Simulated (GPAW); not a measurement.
A computed O K-edge spectrum of one site in a crystal of Mn and O, with its zero at a photon energy of about 524.4 eV (LDA puts this hole about 4 eV below PBE, itself good to a few eV). Method: GPAW, LDA, excited-electron core hole (neutral cell) in a small cell, dipole transitions, broadening that rises with energy.

Energy from the lowest empty level; intensity scaled to a mean of 1 over the first 20 eV:

```tsv
E (eV)	intensity
-2.0	0.00
-1.0	0.00
0.0	0.51
1.0	1.64
2.0	1.18
3.0	1.96
4.0	0.31
5.0	0.00
6.0	0.00
7.0	0.02
8.0	0.14
9.0	0.45
10.0	1.09
11.0	1.54
12.0	1.58
13.0	1.90
14.0	2.23
15.0	2.08
16.0	1.54
17.0	0.91
18.0	0.52
19.0	0.38
20.0	0.37
21.0	0.42
22.0	0.48
23.0	0.55
24.0	0.64
25.0	0.71
26.0	0.70
27.0	0.64
28.0	0.61
29.0	0.59
30.0	0.55
31.0	0.56
32.0	0.61
```

Q: Which coordination does this site have?

A K edge sees empty p states; the first features are O p mixed into the empty d states of the Mn neighbours, and the broad ones above probably into the cations' higher empty bands. It is atom 3 of MnO2 (Pyrolusite, P4_2/mnm), with 2 Mn at 1.88 Å and 1 Mn at 1.90 Å (distorted trigonal planar, site symmetry m2m). Its main maxima below 24 eV lie at 1.2 eV (1.68), 3.0 eV (1.96) and 14.2 eV (2.24). A near-edge spectrum doesn't fix the structure by itself; it is matched against candidates. The hole lies in one spin channel, while the script sums the empty states of both and takes the lower zero; where the two channels are split, this blurs and shifts the curve. The unit cell's mesh shows no gap over 0.35 eV. That is right for a metallic compound; for a small-gap or correlated insulator it would be the fault of the functional or of the assumed magnetic order, and the hole would be screened too well. The spins start antiferromagnetically in a simple order, which needn't be the measured one; gap and edge can depend on it. The holes are only 5.3 Å apart, so the shape is probably not converged with cell size; no larger cell was run here. The mesh is coarse (0.30 Å⁻¹ between points), so small maxima may be mesh ripples. Lifetime broadening is put in by hand, and intensities beyond about 20 eV depend on it and on the partial waves; weight that the partial waves miss at high energy is lost. The structure is a published determination, not relaxed.

[Banner, clock and machine lines of the logs are left out without a mark of their own.]

[Logs are printed without paths, hosts, clocks, repeated set-up lines and the standing remarks that a program may print on its own settings, such as how far it seeks lower states.]

[Hosts, paths, dates, database ids (printed as entryN), source tags and the programs' standing remarks are cut or masked in the printed files.]

[Lists of maxima count a maximum above −3 eV only where it reaches 4 % of the highest in the window and stands out from its surroundings by 2 % of it (1.5 % where it reaches 55 %); shoulders and weaker maxima are passed over, and of the rest the first, up to two pre-edge ones and the few strongest are named.]
